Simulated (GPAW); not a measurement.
Consider zinc-blende (ZnS)1-x(CdS)x, x = 0.875.

```xyz
16
Lattice="0.0000 5.7687 5.7687 5.7687 0.0000 5.7687 5.7687 5.7687 0.0000" Properties=species:S:1:pos:R:3 pbc="T T T"
Cd   11.5209    5.7607    5.7662
S     1.4350    1.4356    1.4423
Cd    8.6407    2.8882    5.7647
S     4.3937    4.2481    1.5123
Cd    8.6577    5.7791    2.9025
S     4.3993    1.5264    4.2631
Zn    5.7685    2.8984    2.8972
S     7.1358    4.2694    4.2621
Cd    0.0059    2.8851    2.8824
S     1.4441    4.3279    4.3241
Cd    8.6613    5.7700    8.6418
S     4.3302    7.2173    4.3244
Cd    8.6520    8.6525    5.7809
S     4.3313    4.3336    7.2201
Cd    5.7806    5.7867    5.7820
S     7.1420    7.2965    7.2999
```

Absorber: atom 2, with 1 Cd at 2.49 Å and 3 Cd at 2.50 Å (tetrahedral). Method: GPAW, LDA, excited-electron core hole (neutral cell), 16-atom cell with 8.2 Å between holes, 4×4×4 k points, dipole transitions, Gaussian full width 0.9 eV up to 4 eV, rising linearly to 3.5 eV at 25 eV.

Q: Where do the maxima of the S K edge fall?

Main maxima up to 24 eV above the zero (height): 3.2 eV (2.11), 6.2 eV (1.90) and 14.4 eV (1.34). A K edge sees empty p states on the absorber. The total-energy difference is 2474.35 eV. One term is added: -16.82 eV, since the hole is spin-paired here and a spin-polarised one costs that much less in the free atom (computed apart). The photon energy is then 2457.53 eV. The functional leaves an error in such absolute values: in the free atom LDA prices this hole 9.1 eV below PBE (computed apart), and PBE is itself good to a few eV.

The S K spectrum (energy from the bottom of the conduction band, which holds the excited electron; intensity scaled to a mean of 1 over the first 20 eV):

```
E (eV)  intensity
  -2.0       0.00
  -1.5       0.00
  -1.0       0.00
  -0.5       0.00
   0.0       0.01
   0.5       0.06
   1.0       0.19
   1.5       0.49
   2.0       0.98
   2.5       1.53
   3.0       2.02
   3.5       2.01
   4.0       1.75
   4.5       1.64
   5.0       1.26
   5.5       1.33
   6.0       1.81
   6.5       1.82
   7.0       1.42
   7.5       1.18
   8.0       1.00
   8.5       0.87
   9.0       0.80
   9.5       0.67
  10.0       0.48
  10.5       0.37
  11.0       0.39
  11.5       0.50
  12.0       0.65
  12.5       0.83
  13.0       1.03
  13.5       1.20
  14.0       1.31
  14.5       1.34
  15.0       1.29
  15.5       1.19
  16.0       1.05
  16.5       0.92
  17.0       0.80
  17.5       0.72
  18.0       0.67
  18.5       0.64
  19.0       0.64
  19.5       0.66
  20.0       0.70
  20.5       0.73
  21.0       0.77
  21.5       0.80
  22.0       0.83
  22.5       0.87
  23.0       0.93
  23.5       1.01
  24.0       1.09
  24.5       1.16
  25.0       1.21
  25.5       1.24
  26.0       1.23
  26.5       1.21
  27.0       1.17
  27.5       1.12
  28.0       1.08
  28.5       1.04
  29.0       1.03
  29.5       1.02
```

The mesh is coarse (0.24 Å⁻¹ between points), so small maxima may be mesh ripples.

[Banner, clock and machine lines of the logs are left out without a mark of their own.]

[Logs are printed without paths, hosts, clocks, repeated set-up lines and the standing remarks that a program may print on its own settings, such as how far it seeks lower states.]

[Hosts, paths, dates, database ids (printed as entryN), source tags and the programs' standing remarks are cut or masked in the printed files.]

[Lists of maxima count a maximum above −3 eV only where it reaches 4 % of the highest in the window and stands out from its surroundings by 2 % of it (1.5 % where it reaches 55 %); shoulders and weaker maxima are passed over, and of the rest the first, up to two pre-edge ones and the few strongest are named.]
